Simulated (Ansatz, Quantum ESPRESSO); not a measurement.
# Screening and band shifts of Mo2CO2 MXene, 1 layer, part 3 of 7

How does Mo2CO2 MXene, 1 layer respond to a gate-like field without added charge?

Quantum ESPRESSO 7.5; plane-wave DFT, vdW-DF-cx, GBRV ultrasoft pseudopotentials made under PBE; geometry and cross-check by Ansatz 0.2.0 with PAW datasets.

So far. Step 3 (Self-consistent run: no field): The run needed 17 iterations to bring the estimated error under 1e-09 Ry; the largest force on any atom, held or free, is 0.19 eV/Å. Step 4 (Potential by pp.x): The vacuum is flat to 0.1 meV/Å, so its level is well defined. Inside the slab the curve depends on the local part of the pseudopotentials; only the vacuum level has a meaning of its own.

## 5. Band structure: no field

The density is frozen and the levels are solved along a path.

The input, f0.bands.in:

```
&control
  prefix = 'f0.bands'
  outdir = './out'
  pseudo_dir = './pseudo'
  calculation = 'bands'
  tefield = .true.
  dipfield = .true.
/
&system
  ibrav = 0
  nat = 5
  ntyp = 3
  ecutwfc = 40
  ecutrho = 200
  input_dft = 'vdw-df-cx'
  occupations = 'smearing'
  smearing = 'fd'
  degauss = 0.004
  edir = 3
  emaxpos = 0.97
  eopreg = 0.04
  eamp = 0.0
  nbnd = 28
/
&electrons
  conv_thr = 1e-07
  mixing_beta = 0.4
  electron_maxstep = 120
  mixing_mode = 'local-TF'
/
ATOMIC_SPECIES
  O   15.9990  o_pbe_v1.2.uspp.F.UPF
  Mo  95.9500  mo_pbe_v1.uspp.F.UPF
  C   12.0110  c_pbe_v1.2.uspp.F.UPF
CELL_PARAMETERS angstrom
  3.09190257887328 0.00000000000000 0.00000000000000
  -1.54595128943664 2.67766617933088 -0.00000000000000
  0.00000000000000 -0.00000000000000 21.51903931870000
ATOMIC_POSITIONS crystal
  O   0.333333333333 0.666666666667 0.396062257604
  Mo  0.666666666667 0.333333333333 0.448057132490
  C   0.000000000000 0.000000000000 0.499999999456
  Mo  0.333333333333 0.666666666667 0.551942862246
  O   0.666666666667 0.333333333333 0.603937748203
K_POINTS crystal_b
4
  0.0000000000 0.0000000000 0.0000000000 14
  0.5000000000 0.0000000000 0.0000000000 14
  0.3333333333 0.3333333333 0.0000000000 14
  0.0000000000 0.0000000000 0.0000000000 1
```

Started as:

```bash
$ cp -r out/f0.save out/f0.bands.save
$ cp out/f0.xml out/f0.bands.xml
$ OMP_NUM_THREADS=1 mpirun -n 4 pw.x -nk 4 -in f0.bands.in > f0.bands.out
```

The log of the run:

```text
[banner, memory and clock lines left out]
Program PWSCF v.7.5 starts

          URL

     Presently no symmetry can be used with electric field

     IMPORTANT: XC functional enforced from input :
     Exchange-correlation= VDW-DF-CX
                           (   1   4  27   0   1   0   0)
     Any further DFT definition will be discarded
     Please, verify this is what you really want

     Atomic positions and unit cell read from directory:
     ./out/f0.bands.save/

     G-vector sticks info

     bravais-lattice index     =            0
     lattice parameter (alat)  =       5.8428  a.u.
     unit-cell volume          =    1202.2692 (a.u.)^3
     number of atoms/cell      =            5
     number of atomic types    =            3
     number of electrons       =        44.00
     number of Kohn-Sham states=           28
     kinetic-energy cutoff     =      40.0000  Ry
     charge density cutoff     =     200.0000  Ry
     Exchange-correlation= VDW-DF-CX
                           (   1   4  27   0   1   0   0)

     celldm(1)=   5.842849  celldm(2)=   0.000000  celldm(3)=   0.000000
     celldm(4)=   0.000000  celldm(5)=   0.000000  celldm(6)=   0.000000

     crystal axes: (cart. coord. in units of alat)
               a(1) = (   1.000000   0.000000   0.000000 )
               a(2) = (  -0.500000   0.866025  -0.000000 )
               a(3) = (   0.000000  -0.000000   6.959805 )

     reciprocal axes: (cart. coord. in units 2 pi/alat)
               b(1) = (  1.000000  0.577350  0.000000 )
               b(2) = ( -0.000000  1.154701  0.000000 )
               b(3) = ( -0.000000  0.000000  0.143682 )

     PseudoPot. # 1 for O  read from file:
     ./pseudo/o_pbe_v1.2.uspp.F.UPF
     Pseudo is Ultrasoft + core correction, Zval =  6.0
     Generated by new atomic code, or converted to UPF format
     Using radial grid of  737 points,  5 beta functions with:
                l(1) =   0
                l(2) =   0
                l(3) =   1
                l(4) =   1
                l(5) =   2
     Q(r) pseudized with  8 coefficients,  rinner =    0.900   0.900   0.900
                                                       0.900   0.900

     PseudoPot. # 2 for Mo read from file:
     ./pseudo/mo_pbe_v1.uspp.F.UPF
     Pseudo is Ultrasoft + core correction, Zval = 14.0
     Generated by new atomic code, or converted to UPF format
     Using radial grid of  889 points,  6 beta functions with:
                l(1) =   0
                l(2) =   0
                l(3) =   1
                l(4) =   1
                l(5) =   2
                l(6) =   2
     Q(r) pseudized with  6 coefficients,  rinner =    1.000   1.000   1.000
                                                       1.000   1.000

     PseudoPot. # 3 for C  read from file:
     ./pseudo/c_pbe_v1.2.uspp.F.UPF
     Pseudo is Ultrasoft + core correction, Zval =  4.0
     Generated by new atomic code, or converted to UPF format
     Using radial grid of  721 points,  4 beta functions with:
                l(1) =   0
                l(2) =   0
                l(3) =   1
                l(4) =   1
     Q(r) pseudized with  8 coefficients,  rinner =    1.100   1.100   1.100

     atomic species   valence    mass     pseudopotential
     O                 6.00    15.99900     O ( 1.00)
     Mo               14.00    95.95000     Mo( 1.00)
     C                 4.00    12.01100     C ( 1.00)

     No symmetry found

   Cartesian axes

     site n.     atom                  positions (alat units)
         1        O      tau(   1) = (  -0.0000000   0.5773503   2.7565161  )
         2        Mo     tau(   2) = (   0.5000000   0.2886751   3.1183903  )
         3        C      tau(   3) = (   0.0000000   0.0000000   3.4799025  )
         4        Mo     tau(   4) = (  -0.0000000   0.5773503   3.8414147  )
         5        O      tau(   5) = (   0.5000000   0.2886751   4.2032890  )

     number of k points=    43  Fermi-Dirac smearing, width (Ry)=  0.0040
                       cart. coord. in units 2pi/alat
        k(    1) = (   0.0000000   0.0000000   0.0000000), wk =   0.0465116
        k(    2) = (   0.0357143   0.0206197   0.0000000), wk =   0.0465116
        k(    3) = (   0.0714286   0.0412393   0.0000000), wk =   0.0465116
        k(    4) = (   0.1071429   0.0618590   0.0000000), wk =   0.0465116
        k(    5) = (   0.1428571   0.0824786   0.0000000), wk =   0.0465116
        k(    6) = (   0.1785714   0.1030983   0.0000000), wk =   0.0465116
        k(    7) = (   0.2142857   0.1237179   0.0000000), wk =   0.0465116
        k(    8) = (   0.2500000   0.1443376   0.0000000), wk =   0.0465116
        k(    9) = (   0.2857143   0.1649572   0.0000000), wk =   0.0465116
        k(   10) = (   0.3214286   0.1855769   0.0000000), wk =   0.0465116
        k(   11) = (   0.3571429   0.2061965   0.0000000), wk =   0.0465116
        k(   12) = (   0.3928571   0.2268162   0.0000000), wk =   0.0465116
        k(   13) = (   0.4285714   0.2474358   0.0000000), wk =   0.0465116
        k(   14) = (   0.4642857   0.2680555   0.0000000), wk =   0.0465116
        k(   15) = (   0.5000000   0.2886751   0.0000000), wk =   0.0465116
        k(   16) = (   0.4880952   0.3092948   0.0000000), wk =   0.0465116
        k(   17) = (   0.4761905   0.3299144   0.0000000), wk =   0.0465116
        k(   18) = (   0.4642857   0.3505341   0.0000000), wk =   0.0465116
        k(   19) = (   0.4523810   0.3711537   0.0000000), wk =   0.0465116
        k(   20) = (   0.4404762   0.3917734   0.0000000), wk =   0.0465116
        k(   21) = (   0.4285714   0.4123930   0.0000000), wk =   0.0465116
        k(   22) = (   0.4166667   0.4330127   0.0000000), wk =   0.0465116
        k(   23) = (   0.4047619   0.4536324   0.0000000), wk =   0.0465116
        k(   24) = (   0.3928571   0.4742520   0.0000000), wk =   0.0465116
        k(   25) = (   0.3809524   0.4948717   0.0000000), wk =   0.0465116
        k(   26) = (   0.3690476   0.5154913   0.0000000), wk =   0.0465116
        k(   27) = (   0.3571429   0.5361110   0.0000000), wk =   0.0465116
        k(   28) = (   0.3452381   0.5567306   0.0000000), wk =   0.0465116
        k(   29) = (   0.3333333   0.5773503   0.0000000), wk =   0.0465116
        k(   30) = (   0.3095238   0.5361110   0.0000000), wk =   0.0465116
        k(   31) = (   0.2857143   0.4948717   0.0000000), wk =   0.0465116
        k(   32) = (   0.2619048   0.4536324   0.0000000), wk =   0.0465116
        k(   33) = (   0.2380952   0.4123930   0.0000000), wk =   0.0465116
        k(   34) = (   0.2142857   0.3711537   0.0000000), wk =   0.0465116
        k(   35) = (   0.1904762   0.3299144   0.0000000), wk =   0.0465116
[...]
-18.1997 -18.1549 -11.8984  -7.5002  -6.1437  -5.6583  -5.1503  -4.8207
    -4.5455  -4.1211  -3.4079  -2.6282  -1.4687   0.4285   0.4637   1.5614
     1.5974   2.1616   3.0936   5.1618

          k = 0.4286 0.4124 0.0000 (  5132 PWs)   bands (ev):

   -62.0760 -62.0470 -36.6464 -36.5507 -36.2995 -36.1795 -36.0641 -36.0161
   -18.1896 -18.1501 -11.9093  -7.3976  -6.1446  -5.6233  -5.1707  -4.8909
    -4.4874  -4.1034  -3.5603  -2.7135  -1.3397   0.3796   0.4065   1.5648
     1.6446   2.2008   3.1541   5.1675

          k = 0.4167 0.4330 0.0000 (  5142 PWs)   bands (ev):

   -62.0739 -62.0475 -36.6331 -36.5430 -36.3244 -36.1804 -36.0751 -36.0172
   -18.1790 -18.1451 -11.9199  -7.2814  -6.1403  -5.6053  -5.2141  -4.9327
    -4.4151  -4.0903  -3.7024  -2.8159  -1.2104   0.3236   0.3367   1.5714
     1.6906   2.2418   3.2414   5.1621

          k = 0.4048 0.4536 0.0000 (  5154 PWs)   bands (ev):

   -62.0717 -62.0482 -36.6181 -36.5349 -36.3505 -36.1843 -36.0828 -36.0194
   -18.1685 -18.1403 -11.9296  -7.1541  -6.1349  -5.6056  -5.2765  -4.9475
    -4.3303  -4.0803  -3.8272  -2.9331  -1.0810   0.2565   0.2604   1.5826
     1.7316   2.2802   3.3584   5.1399

          k = 0.3929 0.4743 0.0000 (  5154 PWs)   bands (ev):

   -62.0693 -62.0490 -36.6015 -36.5268 -36.3773 -36.1918 -36.0862 -36.0228
   -18.1584 -18.1360 -11.9378  -7.0193  -6.1341  -5.6218  -5.3453  -4.9457
    -4.2367  -4.0728  -3.9280  -3.0618  -0.9511   0.1696   0.1896   1.5994
     1.7649   2.3126   3.5043   5.0936

          k = 0.3810 0.4949 0.0000 (  5156 PWs)   bands (ev):

   -62.0668 -62.0500 -36.5836 -36.5195 -36.4042 -36.2018 -36.0853 -36.0274
   -18.1494 -18.1324 -11.9441  -6.8809  -6.1453  -5.6480  -5.4105  -4.9354
    -4.1422  -4.0675  -3.9964  -3.1978  -0.8200   0.0802   0.1110   1.6222
     1.7880   2.3381   3.6741   5.0159

          k = 0.3690 0.5155 0.0000 (  5156 PWs)   bands (ev):

   -62.0643 -62.0513 -36.5645 -36.5133 -36.4305 -36.2124 -36.0809 -36.0332
   -18.1416 -18.1297 -11.9483  -6.7437  -6.1759  -5.6753  -5.4659  -4.9211
    -4.0904  -4.0651  -3.9918  -3.3362  -0.6868  -0.0065   0.0251   1.6506
     1.7991   2.3568   3.8602   4.9043

          k = 0.3571 0.5361 0.0000 (  5138 PWs)   bands (ev):

   -62.0617 -62.0528 -36.5445 -36.5090 -36.4556 -36.2215 -36.0743 -36.0402
   -18.1354 -18.1281 -11.9506  -6.6131  -6.2301  -5.6960  -5.5076  -4.9059
    -4.0979  -4.0669  -3.9026  -3.4712  -0.5514  -0.0857  -0.0664   1.6833
     1.7970   2.3698   4.0540   4.7640

          k = 0.3452 0.5567 0.0000 (  5146 PWs)   bands (ev):

   -62.0593 -62.0547 -36.5239 -36.5069 -36.4789 -36.2277 -36.0662 -36.0482
   -18.1311 -18.1277 -11.9514  -6.4948  -6.3053  -5.7070  -5.5331  -4.8931
    -4.0986  -4.0740  -3.8021  -3.5963  -0.4172  -0.1584  -0.1529   1.7182
     1.7815   2.3775   4.2468   4.6037

          k = 0.3333 0.5774 0.0000 (  5154 PWs)   bands (ev):

   -62.0570 -62.0567 -36.5072 -36.5071 -36.4956 -36.2299 -36.0572 -36.0571
   -18.1288 -18.1283 -11.9514  -6.3936  -6.3936  -5.7100  -5.5414  -4.8876
    -4.0872  -4.0870  -3.7039  -3.7037  -0.3290  -0.2044  -0.2042   1.7531
     1.7533   2.3802   4.4307   4.4309

          k = 0.3095 0.5361 0.0000 (  5140 PWs)   bands (ev):

   -62.0622 -62.0525 -36.5367 -36.5132 -36.4573 -36.2214 -36.0771 -36.0379
   -18.1342 -18.1293 -11.9535  -6.5730  -6.2494  -5.7027  -5.5169  -4.9201
    -4.1353  -4.0463  -3.8311  -3.5249  -0.4928  -0.2537   0.0477   1.6669
     1.8148   2.3686   4.0642   4.7493

          k = 0.2857 0.4949 0.0000 (  5156 PWs)   bands (ev):

   -62.0691 -62.0490 -36.5591 -36.5205 -36.4145 -36.1991 -36.0981 -36.0187
   -18.1450 -18.1374 -11.9662  -6.7105  -6.1659  -5.6872  -5.4887  -5.0151
    -4.2253  -4.0134  -3.8002  -3.3806  -0.6843  -0.2455   0.3298   1.5700
     1.8556   2.3307   3.6840   4.9839

          k = 0.2619 0.4536 0.0000 (  5160 PWs)   bands (ev):

   -62.0775 -62.0467 -36.5678 -36.5218 -36.3749 -36.1684 -36.1174 -36.0009
   -18.1604 -18.1522 -11.9975  -6.7726  -6.1138  -5.6669  -5.5238  -5.1293
    -4.3208  -4.0085  -3.6536  -3.2849  -0.8485  -0.2289   0.5723   1.5136
     1.8701   2.2637   3.3016   5.1358

          k = 0.2381 0.4124 0.0000 (  5164 PWs)   bands (ev):

   -62.0873 -62.0456 -36.5639 -36.5122 -36.3413 -36.1337 -36.1308 -35.9854
   -18.1802 -18.1738 -12.0500  -6.7484  -6.0934  -5.6419  -5.6018  -5.2698
    -4.3635  -4.0289  -3.4553  -3.2515  -0.9792  -0.2583   0.7481   1.5387
     1.8532   2.1695   2.9322   5.1676

          k = 0.2143 0.3712 0.0000 (  5158 PWs)   bands (ev):

   -62.0982 -62.0458 -36.5509 -36.4892 -36.3152 -36.1337 -36.0983 -35.9728
   -18.2042 -18.2027 -12.1190  -6.6499  -6.1381  -5.6340  -5.6073  -5.4599
    -4.3504  -4.0584  -3.2831  -3.2290  -1.0882  -0.3425   0.8533   1.6280
     1.7821   2.0593   2.6093   4.9227

          k = 0.1905 0.3299 0.0000 (  5158 PWs)   bands (ev):

   -62.1099 -62.0472 -36.5360 -36.4529 -36.2923 -36.1245 -36.0643 -35.9634
   -18.2401 -18.2322 -12.1935  -6.5172  -6.2559  -5.6714  -5.5960  -5.5423
    -4.3102  -4.0789  -3.3669  -2.9758  -1.1963  -0.4498   0.9056   1.6051
     1.6893   1.9789   2.3947   4.4620

          k = 0.1667 0.2887 0.0000 (  5128 PWs)   bands (ev):

   -62.1220 -62.0496 -36.5279 -36.4047 -36.2630 -36.1065 -36.0333 -35.9570
   -18.2868 -18.2641 -12.2610  -6.4244  -6.4156  -5.8520  -5.5457  -5.4061
    -4.2370  -4.0784  -3.4828  -2.6989  -1.3108  -0.5551   0.9179   1.3197
     1.6080   2.0013   2.3061   3.9314

          k = 0.1429 0.2474 0.0000 (  5130 PWs)   bands (ev):

   -62.1340 -62.0528 -36.5312 -36.3475 -36.2213 -36.0844 -36.0065 -35.9536
   -18.3425 -18.2993 -12.3114  -6.6287  -6.3897  -5.9976  -5.5006  -5.1844
    -4.0956  -4.0457  -3.6153  -2.4175  -1.4137  -0.6565   0.8235   1.0626
     1.4385   2.0529   2.2867   3.4077

          k = 0.1190 0.2062 0.0000 (  5106 PWs)   bands (ev):

   -62.1454 -62.0563 -36.5435 -36.2849 -36.1706 -36.0609 -35.9847 -35.9529
   -18.4051 -18.3364 -12.3394  -6.8472  -6.4231  -6.1294  -5.4413  -4.9480
    -3.9451  -3.8671  -3.7573  -2.1669  -1.4740  -0.7664   0.5228   0.9784
     1.2319   2.0823   2.2905   2.9518

          k = 0.0952 0.1650 0.0000 (  5094 PWs)   bands (ev):

   -62.1556 -62.0598 -36.5598 -36.2212 -36.1203 -36.0360 -35.9690 -35.9545
   -18.4700 -18.3733 -12.3458  -7.0560  -6.4784  -6.2642  -5.3373  -4.8044
    -3.9401  -3.6800  -3.5623  -1.9923  -1.4782  -0.9015   0.1953   0.9118
     1.0073   2.0954   2.2933   2.6084

          k = 0.0714 0.1237 0.0000 (  5090 PWs)   bands (ev):

   -62.1641 -62.0630 -36.5761 -36.1603 -36.0811 -36.0074 -35.9634 -35.9545
   -18.5311 -18.4071 -12.3364  -7.2367  -6.5295  -6.3928  -5.1879  -4.7711
    -4.1077  -3.3031  -3.2033  -1.9297  -1.4589  -1.0820  -0.0834   0.8018
     0.8201   2.1160   2.2837   2.3828

          k = 0.0476 0.0825 0.0000 (  5101 PWs)   bands (ev):

   -62.1705 -62.0656 -36.5893 -36.1064 -36.0577 -35.9773 -35.9713 -35.9498
   -18.5813 -18.4344 -12.3200  -7.3758  -6.5646  -6.4973  -5.0213  -4.7905
    -4.2613  -2.8610  -2.8121  -1.9705  -1.5010  -1.3279  -0.2602   0.6584
     0.7095   2.1591   2.2461   2.2628

          k = 0.0238 0.0412 0.0000 (  5097 PWs)   bands (ev):

   -62.1745 -62.0672 -36.5979 -36.0633 -36.0460 -35.9850 -35.9548 -35.9473
   -18.6143 -18.4523 -12.3056  -7.4634  -6.5826  -6.5646  -4.8847  -4.8185
    -4.3674  -2.4172  -2.4104  -2.0508  -1.6850  -1.6412  -0.3125   0.5850
     0.6080   2.1711   2.2094   2.2412

          k = 0.0000 0.0000 0.0000 (  5091 PWs)   bands (ev):

   -62.1759 -62.0677 -36.6009 -36.0425 -36.0425 -35.9956 -35.9466 -35.9466
   -18.6258 -18.4585 -12.3000  -7.4933  -6.5878  -6.5878  -4.8308  -4.8308
    -4.4049  -2.0945  -2.0585  -2.0585  -1.9597  -1.9597  -0.3105   0.5639
     0.5639   2.1469   2.2321   2.2321

     XML data file, pseudopotentials, collected wavefunctions

                                        0.00s GPU  (     286 calls)

Note: The following floating-point exceptions are signalling: IEEE_UNDERFLOW_FLAG
Note: The following floating-point exceptions are signalling: IEEE_UNDERFLOW_FLAG
Note: The following floating-point exceptions are signalling: IEEE_UNDERFLOW_FLAG
Note: The following floating-point exceptions are signalling: IEEE_UNDERFLOW_FLAG
[key lines of the parts left out:]
Dipole field         -0.0000 Ry au,
```

Wall time 63 s (4 MPI ranks of Arm Neoverse N1, shared host); peak memory 0.35 GiB.

This step gave:

| Quantity | Value |
| --- | --- |
| valence top, on the run's zero | 0.5519 eV |
| conduction bottom, on the run's zero | -0.3132 eV |

Band numbers count within the set of bands kept for display. Electronic bands along the path, in eV, zero at the Fermi level; # counts the bands kept:

```
  point     #8     #9    #10    #11    #12   #13   #14   #15
      Γ  -2.31  -2.31  -2.21  -2.21  -0.56  0.32  0.32  1.90
halfway  -3.66  -2.79  -1.92  -0.64   0.45  0.79  1.28  1.82
      M  -3.09  -2.70  -2.18   0.30   0.33  1.21  1.31  1.83
halfway  -3.95  -3.06  -1.46   0.08   0.09  1.32  1.44  1.99
      K  -3.95  -3.95  -0.58  -0.45  -0.45  1.51  1.51  2.13
halfway  -3.73  -2.95  -1.56  -0.80   0.67  1.07  1.36  1.75
      Γ  -2.31  -2.31  -2.21  -2.21  -0.56  0.32  0.32  1.90
```

By band count these two levels touch or overlap: there is no gap, and they are no band edges.

## 6. Self-consistent run: field 0.1 V/Å

eamp is the field in Hartree atomic units (1 a.u. = 51.42 V/Å). With dipfield on, it is the field in the vacuum beside an isolated sheet. The run starts from the density of the one before.

The input, f1.in:

```
&control
  prefix = 'f1'
  outdir = './out'
  pseudo_dir = './pseudo'
  calculation = 'scf'
  tprnfor = .true.
  tefield = .true.
  dipfield = .true.
/
&system
  ibrav = 0
  nat = 5
  ntyp = 3
  ecutwfc = 40
  ecutrho = 200
  input_dft = 'vdw-df-cx'
  occupations = 'smearing'
  smearing = 'fd'
  degauss = 0.004
  edir = 3
  emaxpos = 0.97
  eopreg = 0.04
  eamp = 0.00194469
/
&electrons
  conv_thr = 1e-09
  mixing_beta = 0.4
  electron_maxstep = 120
  mixing_mode = 'plain'
  startingpot = 'file'
/
ATOMIC_SPECIES
  O   15.9990  o_pbe_v1.2.uspp.F.UPF
  Mo  95.9500  mo_pbe_v1.uspp.F.UPF
  C   12.0110  c_pbe_v1.2.uspp.F.UPF
CELL_PARAMETERS angstrom
  3.09190257887328 0.00000000000000 0.00000000000000
  -1.54595128943664 2.67766617933088 -0.00000000000000
  0.00000000000000 -0.00000000000000 21.51903931870000
ATOMIC_POSITIONS crystal
  O   0.333333333333 0.666666666667 0.396062257604
  Mo  0.666666666667 0.333333333333 0.448057132490
  C   0.000000000000 0.000000000000 0.499999999456
  Mo  0.333333333333 0.666666666667 0.551942862246
  O   0.666666666667 0.333333333333 0.603937748203
K_POINTS automatic
  12 12 1 0 0 0
```

Started as:

```bash
$ cp -r out/f0.save out/f1.save
$ OMP_NUM_THREADS=1 mpirun -n 4 pw.x -nk 4 -in f1.in > f1.out
```

The log of the run:

```text
[banner, memory and clock lines left out]
Program PWSCF v.7.5 starts
[...]
number of electrons       =        44.00
     number of Kohn-Sham states=           26
     kinetic-energy cutoff     =      40.0000  Ry
     charge density cutoff     =     200.0000  Ry
[...]
number of k points=    74  Fermi-Dirac smearing, width (Ry)=  0.0040
[...]
Dense  grid:    57393 G-vectors     FFT dimensions: (  27,  27, 192)
[...]
The initial density is read from file :
[...]
negative rho (up, down):  4.840E-03 0.000E+00
[...]
Starting wfcs are   38 randomized atomic wfcs
[...]
negative rho (up, down):  4.838E-03 0.000E+00
[...]
estimated scf accuracy    <       0.06363477 Ry
[...]
negative rho (up, down):  4.912E-03 0.000E+00
[...]
estimated scf accuracy    <       7.69512881 Ry
[...]
negative rho (up, down):  4.868E-03 0.000E+00
[...]
estimated scf accuracy    <       0.00522235 Ry
[...]
negative rho (up, down):  4.851E-03 0.000E+00
[...]
estimated scf accuracy    <       0.00051170 Ry
[...]
negative rho (up, down):  4.844E-03 0.000E+00
[...]
estimated scf accuracy    <       0.00006205 Ry
[...]
negative rho (up, down):  4.841E-03 0.000E+00
[...]
estimated scf accuracy    <       0.00000795 Ry
[...]
negative rho (up, down):  4.840E-03 0.000E+00
[...]
estimated scf accuracy    <       0.00000541 Ry
[...]
negative rho (up, down):  4.840E-03 0.000E+00
[...]
estimated scf accuracy    <       0.00000041 Ry
[...]
negative rho (up, down):  4.840E-03 0.000E+00
[...]
estimated scf accuracy    <       0.00000014 Ry
[...]
negative rho (up, down):  4.840E-03 0.000E+00
[...]
estimated scf accuracy    <       0.00000002 Ry
[...]
negative rho (up, down):  4.840E-03 0.000E+00
[...]
estimated scf accuracy    <          5.2E-09 Ry
[...]
negative rho (up, down):  4.840E-03 0.000E+00
[...]
estimated scf accuracy    <          1.0E-09 Ry
[...]
negative rho (up, down):  4.840E-03 0.000E+00
[...]
Computed dipole along edir(3) :
        Dipole                0.0476 Ry au,          0.1211 Debye
        Dipole field          0.0005 Ry au,
        E field amplitude [Ha a.u.]:  1.9447E-03
        Potential amp.        0.1130 Ry
        Total length         39.0385 bohr
[...]
the Fermi energy is     0.2628 ev
!    total energy              =    -354.70293534 Ry
     estimated scf accuracy    <          1.8E-10 Ry
     smearing contrib. (-TS)   =      -0.00144634 Ry
     internal energy E=F+TS    =    -354.70148901 Ry
[...]
one-electron contribution =   -3212.08326981 Ry
     hartree contribution      =    1606.68348427 Ry
     xc contribution           =     -56.68421344 Ry
     ewald contribution        =    1307.38267154 Ry
     electric field correction =      -0.00016157 Ry
     convergence has been achieved in  13 iterations
     negative rho (up, down):  4.840E-03 0.000E+00
[...]
Total force =     0.012282     Total SCF correction =     0.000102
[...]
```

It took 2.6 min on 4 MPI ranks; peak memory 0.89 GiB.

Numbers from this step:

- free energy: -4825.9793 eV
- energy at zero smearing: -4825.9694 eV
- Fermi energy: 0.2628 eV
- dipole along the normal: 0.02521 e·Å
- valence top, on the run's zero: 0.5678 eV
- conduction bottom, on the run's zero: -0.2946 eV

By band count these two levels touch or overlap: there is no gap, and they are no band edges.

The dipole goes from -0.0000 to 0.0252 e Å, 0.2523 e Å per V/Å.

[end of part 3 of 7]

[Logs are printed without paths, hosts, clocks, repeated set-up lines and the standing remarks that a program may print on its own settings, such as how far it seeks lower states.]

[Hosts, paths, dates, database ids (printed as entryN), source tags and the programs' standing remarks are cut or masked in the printed files.]

[Maps of the electrostatic potential energy from Ansatz leave out the sawtooth potential of an applied field or a dipole correction, so their vacuum need not be flat; planar profiles and work functions include it.]
